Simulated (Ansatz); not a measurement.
# What Pt3PbC (Pm-3m) distorts into

Which phase does Pt3PbC (Pm-3m) fall into along its unstable mode, and how much energy does it gain?

Main program and level: Ansatz 0.2.0; DFT PBEsol, scalar-relativistic, plane waves, PAW; PAW set soft_1.

**1. The structure**

The structure is cubic, space group Pm-3m (No. 221). The conventional cell has a = 4.281 Å, b = 4.281 Å, c = 4.281 Å, α = 90.00°, β = 90.00°, γ = 90.00°. Nearest to Pt lie 2 C at 2.14 Å and 8 Pt at 3.03 Å and 4 Pb at 3.03 Å. Nearest to Pb lie 12 Pt at 3.03 Å. Nearest to C lie 6 Pt at 2.14 Å. Farther neighbours are not listed.

Coordinates:

```cif
data_structure
_symmetry_space_group_name_H-M 'Pm-3m'
_symmetry_Int_Tables_number 221
_cell_length_a 4.2811
_cell_length_b 4.2811
_cell_length_c 4.2811
_cell_angle_alpha 90.000
_cell_angle_beta 90.000
_cell_angle_gamma 90.000
_cell_volume 78.47
loop_
_atom_site_label
_atom_site_type_symbol
_atom_site_symmetry_multiplicity
_atom_site_Wyckoff_symbol
_atom_site_fract_x
_atom_site_fract_y
_atom_site_fract_z
_atom_site_occupancy
Pt1 Pt 3 c 0.00000 0.50000 0.50000 1
Pb1 Pb 1 a 0.00000 0.00000 0.00000 1
C1 C 1 b 0.50000 0.50000 0.50000 1
```

**2. Response at finite wavevector**

The cell comes from relaxations at this level that are not shown. Stability and thermal properties need the whole zone. Linear response on a 4×4×4 q mesh gives force constants as far as a supercell of that size would.

The input, input.yaml:

```yaml
crystal:
  lattice:
    - [4.2811329647, 0.0, 0.0]
    - [0.0, 4.2811329647, 0.0]
    - [0.0, 0.0, 4.2811329647]
  atoms:
    - { symbol: Pt, position: [0.0, 0.5, 0.5] }
    - { symbol: Pt, position: [0.5, 0.5, 0.0] }
    - { symbol: Pt, position: [0.5, 0.0, 0.5] }
    - { symbol: Pb, position: [0.0, 0.0, 0.0] }
    - { symbol: C, position: [0.5, 0.5, 0.5] }
kpoints:
  mp_grid: { grid: [8, 8, 8] }
hamiltonian:
  xc: pbesol
  pseudopotentials: { kind: paw, azcp: { folder: soft_1 }, xc_functional: pbe }
scf:
  occupations: { method: methfessel_paxton, width: 0.2 }
output:
  eigenvalues: true
phonons:
  method: dfpt
  qmesh: [4, 4, 4]
  temperatures: { t_max: 1000, t_step: 50 }
  qpath:
    path:
      - [[0.0, 0.0, 0.0], [0.0, 0.5, 0.0], [0.5, 0.5, 0.0], [0.0, 0.0, 0.0], [0.5, 0.5, 0.5], [0.0, 0.5, 0.0]]
      - [[0.5, 0.5, 0.5], [0.5, 0.5, 0.0]]
    npoints: 10
```

Command:

```console
ansatz run input.yaml --threads 4 --pin off --max-ram 10240MiB --backend cpu --events-out ev --progress --plain --runs-dir out
```

Numbers of over 12 decimals in the logs are rounded to 6 here.

The log of the run:

```text
Engine: ansatz 0.2.0, aarch64-unknown-linux-gnu
Pseudopotentials: kind: paw
Pseudopotential: Pt, paw, valence charge 18, recommended cutoff 420 eV (normal), soft_1/Pt.paw.azcp
Pseudopotential: Pb, paw, valence charge 14, recommended cutoff 420 eV (normal), soft_1/Pb.paw.azcp
Pseudopotential: C, paw, valence charge 4, recommended cutoff 420 eV (normal), soft_1/C.paw.azcp
Functional definition: PBEsol
  exchange = pbesol_x
  correlation = pbesol_c
Crystal: 5 atoms, lattice volume = 78.465 Å³
Basis set: ecut = 420 eV, 1551 PW (Γ), exchange–correlation on 60×60×60 points (8 copies of the dense FFT grid, shifted against one another)
Bands: 44, of which v1, the nominal top of the filled ones, is band 36 counted from 1 (35 counted from 0)
Symmetry: 48 space group operations
k-points: 35 of 512
Non-local potential: Pt, projectors of the file, l = 0: 3, l = 1: 2, l = 2: 2, l = 3: 1
Non-local potential: Pb, projectors of the file, l = 0: 2, l = 1: 2, l = 2: 2, l = 3: 1
Non-local potential: C, projectors of the file, l = 0: 2, l = 1: 2, l = 2: 1
PAW form: soft (Blöchl's): semilocal exchange-correlation on the pseudo side does not see the compensation charge
PAW frozen core: Pt, regenerated for the run's functional, and the local potential with it (the file was generated under x = pbe(κ = 0.804, μ = 0.219515), c = pbe(β = 0.066725))
PAW frozen core: Pb, regenerated for the run's functional, and the local potential with it (the file was generated under x = pbe(κ = 0.804, μ = 0.219515), c = pbe(β = 0.066725))
PAW frozen core: C, regenerated for the run's functional, and the local potential with it (the file was generated under x = pbe(κ = 0.804, μ = 0.219515), c = pbe(β = 0.066725))
PAW one-centre angular grid: Pt, 590 points (default); XC on 64 Gauss nodes
PAW one-centre angular grid: Pb, 590 points (default); XC on 64 Gauss nodes
PAW one-centre angular grid: C, 110 points (default); XC on 64 Gauss nodes
Initial density: superposition of atomic densities (chi_scale 0.1, normalization cell, long waves kept (reshape's long-wave potential 0.00 eV rms))
Initial wavefunctions: pseudopotential atomic-orbital guess
Functional: x = pbesol(κ = 0.804, μ = 0.123457), c = pbesol(β = 0.046)
SCF iter   1: F=—  HF=-49159.534338 eV  |F-HF|=—  |Δ(HF+E_count)|=         —  Δρ=8.06e-2  dr2=5.84e0  ethr=3.10e-3  ⟨swp⟩=6.5  Hψ=5654  notcnv=0
preconditioner: auto → Kerker (q_TF=auto, 2.689 Å⁻¹)  [metal: Δε(μ)=0.031 eV  Ē_g=10.981 eV  σ=0.200 eV  W_gap=0.13  n_scr=26 (ndim 8)  ℏωp=29.0 eV  f_vac=0.000  D(μ)=5.73/eV (n_scr^D=80)]
SCF iter   2: F=—  HF=-49158.456329 eV  |F-HF|=—  |Δ(HF+E_count)|=    1.08e0  S|Δr|=    0.00e0  Δρ=4.10e-2  dr2=1.59e0  ethr=3.10e-3  ⟨swp⟩=2.8  Hψ=2590  notcnv=0  defer=70
SCF iter   3: F=—  HF=-49158.077056 eV  |F-HF|=—  |Δ(HF+E_count)|=   3.79e-1  S|Δr|=    0.00e0  Δρ=5.49e-3  dr2=2.34e-2  ethr=2.21e-3  ⟨swp⟩=2.0  Hψ=2289  notcnv=0  defer=70
SCF iter   4: F=—  HF=-49158.073133 eV  |F-HF|=—  |Δ(HF+E_count)|=   3.92e-3  S|Δr|=    0.00e0  Δρ=9.26e-4  dr2=1.03e-3  ethr=3.25e-5  ⟨swp⟩=1.1  Hψ=1826  notcnv=0  defer=70
SCF iter   5: F=—  HF=-49158.072899 eV  |F-HF|=—  |Δ(HF+E_count)|=   2.35e-4  S|Δr|=    0.00e0  Δρ=2.56e-4  dr2=9.69e-5  ethr=1.43e-6  ⟨swp⟩=2.1  Hψ=2157  notcnv=0  defer=70
SCF iter   6: F=—  HF=-49158.072867 eV  |F-HF|=—  |Δ(HF+E_count)|=   3.14e-5  S|Δr|=    0.00e0  Δρ=6.88e-5  dr2=5.42e-6  ethr=1.35e-7  ⟨swp⟩=2.1  Hψ=2056  notcnv=0  defer=70
SCF iter   7: F=—  HF=-49158.072872 eV  |F-HF|=—  |Δ(HF+E_count)|=   4.64e-6  S|Δr|=    0.00e0  Δρ=1.67e-5  dr2=3.09e-7  ethr=7.53e-9  ⟨swp⟩=2.2  Hψ=2206  notcnv=0  defer=70
SCF iter   8: F=—  HF=-49158.072872 eV  |F-HF|=—  |Δ(HF+E_count)|=   7.99e-8  S|Δr|=    0.00e0  Δρ=3.50e-6  dr2=6.15e-9  ethr=4.29e-10  ⟨swp⟩=2.0  Hψ=2298  notcnv=0  defer=70
SCF iter   9: F=—  HF=-49158.072872 eV  |F-HF|=—  |Δ(HF+E_count)|=  3.06e-10  S|Δr|=    0.00e0  Δρ=7.84e-7  dr2=3.55e-10  ethr=8.54e-12  ⟨swp⟩=2.0  Hψ=2291  notcnv=0  defer=70
SCF iter  10: F=-49158.072872 eV  HF=-49158.072872 eV  |F-HF|=7.28e-12  |Δ(HF+E_count)|=  7.28e-12  S|Δr|=    0.00e0  Δρ=1.08e-7  dr2=6.37e-12  ethr=1.00e-12  ⟨swp⟩=11.1  Hψ=8682  notcnv=0
SCF 1 converged in 10 iterations: F = -49158.072872 eV  dr2 = 6.37e-12
  greatest PAW one-centre occupation: 1.000 electrons in one spin orbital (limit 2), on the Pt atom at site 2 (counted from 0), in its partial waves of l = 0
Initial density: read from a saved state, or passed on in memory by an earlier SCF of this step, an earlier step, the calling program or the single point that the run made first
iter 1 solved again at ethr=8.01e-8 eV; its pass at ethr=3.10e-3 eV (dr2=5.77e-5 eV) is discarded
SCF iter   1: F=—  HF=-49158.072862 eV  |F-HF|=—  |Δ(HF+E_count)|=         —  Δρ=4.64e-7  dr2=2.29e-10  ethr=8.01e-8  ⟨swp⟩=3.9  Hψ=9680  notcnv=0
eigensolver tolerance schedule: the retry pair's looser diagonalisation over-reported the residual by 251942.19 of it (diagonalisation noise at an unbounded share of the residual, at the tolerance the schedule requests for it); recorded, not acted on — ethr = c·dr2/N_el stays at c = 1.0e-1
preconditioner: auto → Kerker (q_TF=auto, 2.689 Å⁻¹)  [metal: Δε(μ)=0.012 eV  Ē_g=11.179 eV  σ=0.200 eV  W_gap=0.05  n_scr=26 (ndim 8)  ℏωp=29.0 eV  f_vac=0.000  D(μ)=4.71/eV (n_scr^D=56)]
SCF iter   2: F=—  HF=-49158.072872 eV  |F-HF|=—  |Δ(HF+E_count)|=   9.61e-6  S|Δr|=    0.00e0  Δρ=2.72e-7  dr2=5.56e-11  ethr=1.00e-12  ⟨swp⟩=4.0  Hψ=4224  notcnv=0
SCF iter   3: F=—  HF=-49158.072872 eV  |F-HF|=—  |Δ(HF+E_count)|=  2.18e-11  S|Δr|=    0.00e0  Δρ=1.81e-7  dr2=2.44e-11  ethr=1.00e-12  ⟨swp⟩=1.0  Hψ=1540  notcnv=0
SCF iter   4: F=-49158.072872 eV  HF=-49158.072872 eV  |F-HF|=7.28e-12  |Δ(HF+E_count)|=    0.00e0  S|Δr|=    0.00e0  Δρ=2.32e-8  dr2=3.35e-13  ethr=1.00e-12  ⟨swp⟩=3.2  Hψ=4282  notcnv=0
SCF 2 converged in 4 iterations: F = -49158.072872 eV  dr2 = 3.35e-13
  greatest PAW one-centre occupation: 1.000 electrons in one spin orbital (limit 2), on the Pt atom at site 0 (counted from 0), in its partial waves of l = 0
phonons: the bands overlap, so this run is a metal and interpolates without the dipole-dipole term. If the crystal is really an insulator or semiconductor, its LO-TO splitting is missing
NSCF: frozen V_eff on 35 k-points
WARN: eigensolver did not converge (k=27): 1 band(s) unlocked after 20 sweeps at ethr=1.93e-12 eV (storage-precision floor; scheduled 1.00e-12 eV) (lowest unlocked band 43, counted from 0; max residual 3.91e-6 eV among the unlocked bands, 3.91e-6 eV over every band; other slots of this pass that fall short are told together in one closing line; warning suppressed until the next SCF loop or pass starts)
NSCF: frozen V_eff on 125 k-points
DFPT response loops at q = (0, 0, 0) (fractional): preconditioner auto → Kerker (q_TF=auto, 2.689 Å⁻¹) (partly filled bands, converged f_vac=0.000); β = 1.00, the filter's whole step (`scf.mixing.beta` (0.50) is not read by the response loops under this deck's `scf.mixing.preconditioner`; to damp them name `kerker` or `kerker_dos`, under which they read `scf.mixing.beta`, and type it under 1.00, their step now; both keys bind the ground state too); Broyden in place of MSR1
NSCF: frozen V_eff on 400 k-points
DFPT response loops at q = (0, 0, 0.25) (fractional): mixed as the last ones told, above
NSCF: frozen V_eff on 250 k-points
DFPT response loops at q = (0, 0, -0.5) (fractional): mixed as the last ones told, above
NSCF: frozen V_eff on 640 k-points
DFPT response loops at q = (0, 0.25, 0.25) (fractional): mixed as the last ones told, above
NSCF: frozen V_eff on 400 k-points
DFPT response loops at q = (0, 0.25, -0.5) (fractional): mixed as the last ones told, above
NSCF: frozen V_eff on 250 k-points
DFPT response loops at q = (0, -0.5, -0.5) (fractional): mixed as the last ones told, above
NSCF: frozen V_eff on 1024 k-points
DFPT response loops at q = (0.25, 0.25, 0.25) (fractional): mixed as the last ones told, above
NSCF: frozen V_eff on 640 k-points
DFPT response loops at q = (0.25, 0.25, -0.5) (fractional): mixed as the last ones told, above
NSCF: frozen V_eff on 400 k-points
DFPT response loops at q = (0.25, -0.5, -0.5) (fractional): mixed as the last ones told, above
NSCF: frozen V_eff on 250 k-points
DFPT response loops at q = (-0.5, -0.5, -0.5) (fractional): mixed as the last ones told, above
SCF converged after 10 iterations
Stability not checked: this state was not tested for a lower state beside it, because cold or Methfessel-Paxton smearing, or corrected tetrahedra, fill the levels in a way that the test cannot read (fill_not_monotonic; see scf.lower_state_search)
Free energy (F): -49158.072872 eV
Harris-Foulkes:  -49158.072872 eV  (|F-HF|=7.28e-12)
Internal energy: -49158.071456 eV  (E = F + TS)
E sigma→0 (E₀):  -49158.072518 eV
Entropy (-TS):   -0.001415 eV (-0.283 meV/atom)
Fermi energy:    18.472221 eV
Step filling:    the computed levels leave a gap of 0.0408 eV = 0.2 smearing widths at the electron count; against every level under it full and every level over it empty, smearing changes F+E_penalty+E_count by +1.013 meV and its σ→0 estimate by +1.367 meV
--- Per-component energies (eV) ---
  E_band       = -521.006850
  E_kinetic    = 2174.149849
  E_local      = -6018.687769  (includes V_loc(G=0)·N_el)
  E_nonlocal   = 954.770167
  E_hartree    = 2308.400302
  E_xc         = -944.163489
  E_vxc        = -1008.869572  (∫ρ·V_xc dr)
  E_paw        = -38377.413415  (= ΣΔE_a)
  E_vpaw       = -1239.173340  (= ΣTr[D̂ρ^β])
  E_aug_tail   = 0.003282  (compensation charges beyond the density's cutoff)
  E_ewald      = -9256.074747
  E_core_change = 0.944364  (= ΣΔE_core)
  E_smearing   = -0.001415  (= −TS)
  E_closure    = -0.000000  (closes the sum)
  Σ components = -49158.072872   (vs F -49158.072872, Δ=0.00e0)
--- Band table (eV; the first three rows and the last of 35) ---
  k-point 0: bands = [... 32 lower, 17.9249, 17.9249, 17.9249, 17.9369, 18.8545, 19.7208, 19.7208, 19.7208, ... 4 higher]
  k-point 1: bands = [... 32 lower, 17.8185, 17.9252, 18.0139, 18.0139, 18.3375, 20.0178, 20.0178, 20.5436, ... 4 higher]
  k-point 2: bands = [... 32 lower, 17.4769, 17.9259, 18.2393, 18.2393, 18.3465, 20.7651, 20.7651, 21.1015, ... 4 higher]
  k-point 34: bands = [... 32 lower, 16.7808, 17.7595, 17.7595, 17.7595, 17.9209, 19.7407, 19.7407, 19.7407, ... 4 higher]
--- Phonons (Γ-DFPT): 4 representative perturbations + reference (Σ response iterations 14) ---
  ASR residual: 9.721e-5 → 0.000e0 eV/Å²; symmetrization residual: 3.984e-6 eV/Å²
  ASR residual per site (eV/Å²): 9.72e-5 9.72e-5 9.72e-5 3.84e-5 1.19e-5
  Γ frequencies (cm⁻¹): -122.01 -122.01 -122.01 0.00 0.00 0.00 44.28 44.28 44.28 87.16 87.16 87.16 225.05 225.05 225.05
--- Phonons (arbitrary-q DFPT): 10 irreducible q on the 4×4×4 mesh ---
  q = [0.0000, 0.0000, 0.0000] (star 1, of the zone-centre solve; hermiticity 1.13e-6, symmetrization 1.17e-11): -122.01 -122.01 -122.01 -0.00 -0.00 0.00 44.28 44.28 44.28 87.16 87.16 87.16 225.05 225.05 225.05
  q = [0.0000, 0.0000, 0.2500] (star 6, 9 solved perturbations in 1560 linear systems a pass and spin channel, the states on 200 of 512 k-point pairs; hermiticity 1.10e-6, symmetrization 2.17e-12): -126.10 -126.10 -36.82 -36.82 -31.94 -31.03 36.79 36.79 77.78 86.31 86.31 93.54 218.52 218.52 419.00
  q = [0.0000, 0.0000, -0.5000] (star 3, 9 solved perturbations in 975 linear systems a pass and spin channel, the states on 125 of 512 k-point pairs; hermiticity 6.05e-7, symmetrization 2.44e-12): -93.01 -93.01 -77.15 -77.15 -46.60 21.03 46.15 46.15 84.73 85.30 85.30 104.04 212.82 212.82 519.98
  q = [0.0000, 0.2500, 0.2500] (star 12, 9 solved perturbations in 2460 linear systems a pass and spin channel, the states on 320 of 512 k-point pairs; hermiticity 1.11e-6, symmetrization 5.46e-13): -118.49 -70.88 -52.34 -31.69 -25.83 -20.98 18.12 51.84 84.89 85.31 95.24 101.83 215.05 406.59 422.85
  q = [0.0000, 0.2500, -0.5000] (star 12, 15 solved perturbations on 200 of 512 k-point pairs; hermiticity 6.53e-7, symmetrization 1.23e-13): -95.14 -89.36 -70.48 -58.34 -43.35 21.12 21.89 52.27 84.19 90.54 95.03 116.15 208.95 413.47 520.51
  q = [0.0000, -0.5000, -0.5000] (star 3, 9 solved perturbations in 975 linear systems a pass and spin channel, the states on 125 of 512 k-point pairs; hermiticity 8.13e-7, symmetrization 6.86e-13): -100.57 -64.58 -63.36 -63.36 -62.04 -62.04 44.16 64.18 82.39 97.27 97.27 122.62 190.05 522.52 522.52
  q = [0.2500, 0.2500, 0.2500] (star 8, 4 solved perturbations in 1376 linear systems a pass and spin channel, the states on 512 of 512 k-point pairs; hermiticity 5.58e-7, symmetrization 2.38e-12): -65.76 -65.76 -64.44 -39.06 28.38 28.38 52.78 52.78 83.78 92.95 92.95 118.24 397.94 421.75 421.75
  q = [0.2500, 0.2500, -0.5000] (star 12, 9 solved perturbations in 2460 linear systems a pass and spin channel, the states on 320 of 512 k-point pairs; hermiticity 3.81e-7, symmetrization 1.64e-12): -72.77 -64.25 -56.77 -26.04 -22.72 19.03 48.15 53.83 92.38 94.05 94.17 133.32 407.91 421.83 520.51
  q = [0.2500, -0.5000, -0.5000] (star 6, 9 solved perturbations in 1560 linear systems a pass and spin channel, the states on 200 of 512 k-point pairs; hermiticity 4.97e-7, symmetrization 3.44e-13): -68.63 -63.16 -63.16 -19.97 -19.97 40.36 48.94 58.30 93.67 98.08 98.08 145.82 413.68 527.09 527.09
  q = [-0.5000, -0.5000, -0.5000] (star 1, 4 solved perturbations in 350 linear systems a pass and spin channel, the states on 125 of 512 k-point pairs; hermiticity 8.86e-7, symmetrization 1.37e-12): -68.78 -68.78 -68.78 22.18 22.18 56.42 56.42 56.42 99.48 99.48 99.48 158.08 539.49 539.49 539.49
  sum rule: each row above includes the acoustic sum rule's correction from the zone centre's row sums; it moved no ω² by more than (0.52 cm⁻¹)²
  mesh force constants: q→R imaginary residual 2.03e-18; ASR residual 9.721e-5 → 0.000e0 eV/Å²; symmetrization residual 6.217e-15 eV/Å²
  interpolated dispersion: 62 rows × 15 modes
  density of states and harmonic sums: on the 16×16×16 q-mesh, interpolated from the force constants of a 4×4×4 supercell (no non-analytic term)
  largest difference from the sums on the solved wave vectors: F 3.63e-2 eV, S 4.54e-5 and C_V 9.55e-6 eV/K
  zero-point energy: 0.103716 eV/cell   skipped modes (ω ≤ 0): 828, of them read as no rigid motion or as one in doubt: 825 (5.081e0 modes/cell left out, lowest -127.33 cm⁻¹)   left out of the sums: 3.39e-1 of the cell's modes: C_V's classical limit lies that fraction below 3 k_B per atom; for a crystal, a wire or a layer, F and S can be off by more, and a phonons.interpolated_qmesh denser along its periods is the remedy for the sampling
```

Elapsed: 21 min, on 4 threads of Arm Neoverse V2, shared host; peak memory 3.7 GiB.

In the SCF lines HF is the Harris–Foulkes energy and dr2 the Hartree energy of the density residual, in eV; the loop may stop once dr2 is under the threshold and the program's other checks hold. Hψ counts applications of the Hamiltonian.

This step gave:

| Property | Result |
| --- | --- |
| volume per atom | 15.69 Å³ |
| gap on the k-mesh | 0 eV |
| sum-rule residual before enforcement | 9.72e-5 eV/Å² |
| lowest frequency on the path | -127.4 cm⁻¹ |
| point group | m-3m |
| highest frequency on the path or at a solved wavevector | 539.5 cm⁻¹ |
| highest optical mode at the zone centre (no LO-TO term) | 225.1 cm⁻¹ |
| lowest optical zone-centre mode | -122.0 cm⁻¹ |
| lowest mode on the q mesh (acoustic modes at Γ apart) | -126.1 cm⁻¹ |

Frequencies (cm⁻¹) solved at each irreducible wavevector; negative means imaginary. Frequencies by wavevector, by row:

```tsv
q in reciprocal lattice units	star	mode 1	mode 2	mode 3	mode 4	mode 13	mode 14	mode 15
0 0 0	1	-122	-122	-122	0	225.1	225.1	225.1
0 0 0.25	6	-126.1	-126.1	-36.8	-36.8	218.5	218.5	419
0 0 -0.5	3	-93	-93	-77.2	-77.2	212.8	212.8	520
0 0.25 0.25	12	-118.5	-70.9	-52.3	-31.7	215.1	406.6	422.9
0 0.25 -0.5	12	-95.1	-89.4	-70.5	-58.3	208.9	413.5	520.5
0 -0.5 -0.5	3	-100.6	-64.6	-63.4	-63.4	190.1	522.5	522.5
0.25 0.25 0.25	8	-65.8	-65.8	-64.4	-39.1	397.9	421.8	421.8
0.25 0.25 -0.5	12	-72.8	-64.2	-56.8	-26	407.9	421.8	520.5
0.25 -0.5 -0.5	6	-68.6	-63.2	-63.2	-20	413.7	527.1	527.1
-0.5 -0.5 -0.5	1	-68.8	-68.8	-68.8	22.2	539.5	539.5	539.5
```

Interpolated from a 4×4×4 q mesh. Phonon branches along the path, in cm⁻¹:

```tsv
point	branch 1	branch 2	branch 3	branch 4	branch 12	branch 13	branch 14	branch 15
Γ	-122	-122	-122	0	87	225	225	225
halfway	-126	-126	-37	-37	94	218	218	419
X	-93	-93	-77	-77	104	213	213	520
halfway	-95	-89	-70	-58	116	209	414	520
M	-101	-65	-63	-63	123	190	522	522
halfway	-118	-71	-52	-32	102	215	407	423
Γ	-122	-122	-122	0	87	225	225	225
halfway	-66	-66	-64	-39	118	398	422	422
R	-69	-69	-69	22	158	540	540	540
halfway	-73	-64	-57	-26	133	408	422	520
X	-93	-93	-77	-77	104	213	213	520
jump to R	-69	-69	-69	22	158	540	540	540
halfway	-69	-63	-63	-20	146	414	527	527
M	-101	-65	-63	-63	123	190	522	522
```

Symmetry leaves 10 wavevectors to solve. The lowest mode among them, the acoustic zeros apart, lies at q = (0, 0, 0.25) and is imaginary, 126.1i cm⁻¹, so the energy falls along it.

**3. The mode frozen in, largest atomic shift 0 Å**

The mode followed lies at Γ with frequency 122.0i cm⁻¹ and is 3-fold degenerate, one of the unstable modes though not the softest. At small amplitude the distorted cell has space group no. 99 by a symmetry search on the positions. The undistorted cell that holds it gives the zero of energy on the same k mesh.

input.yaml, the sections that differ from step 2:

```yaml
output:
  forces: true
  stress: true
  eigenvalues: true
# crystal, kpoints, hamiltonian, scf: as in step 2
# phonons: removed
```

The log of the run:

```text
[...]
Crystal: 5 atoms, lattice volume = 78.465 Å³
Basis set: ecut = 420 eV, 1551 PW (Γ), exchange–correlation on 60×60×60 points (8 copies of the dense FFT grid, shifted against one another)
Bands: 44, of which v1, the nominal top of the filled ones, is band 36 counted from 1 (35 counted from 0)
Symmetry: 48 space group operations
[...]
k-points: 35 of 512
[...]
k-point 0: bands = [... 32 lower, 17.9249, 17.9249, 17.9249, 17.9369, 18.8544, 19.7208, 19.7208, 19.7208, ... 4 higher]
  k-point 1: bands = [... 32 lower, 17.8185, 17.9252, 18.0139, 18.0139, 18.3374, 20.0178, 20.0178, 20.5436, ... 4 higher]
  k-point 2: bands = [... 32 lower, 17.4768, 17.9259, 18.2393, 18.2393, 18.3465, 20.7651, 20.7651, 21.1015, ... 4 higher]
  k-point 34: bands = [... 32 lower, 16.7808, 17.7595, 17.7595, 17.7595, 17.9209, 19.7407, 19.7407, 19.7407, ... 4 higher]
[key lines of the parts left out:]
SCF converged after 8 iterations
Free energy (F): -49158.072872 eV
Fermi energy:    18.472217 eV
P = ⅓ Tr σ = -0.0000 GPa (-0.000 kbar)
```

Elapsed: 1.6 s, on 4 threads; peak memory 0.43 GiB.

This step gave:

* pressure: -3.31e-5 GPa
* energy from the undistorted cell: 0 meV/atom

The run ends at a pressure of 0.00 GPa.

(Part 1 of 3 ends here.)

[Logs are printed without paths, hosts, clocks, repeated set-up lines and the standing remarks that a program may print on its own settings, such as how far it seeks lower states.]

[Hosts, paths, dates, database ids (printed as entryN), source tags and the programs' standing remarks are cut or masked in the printed files.]
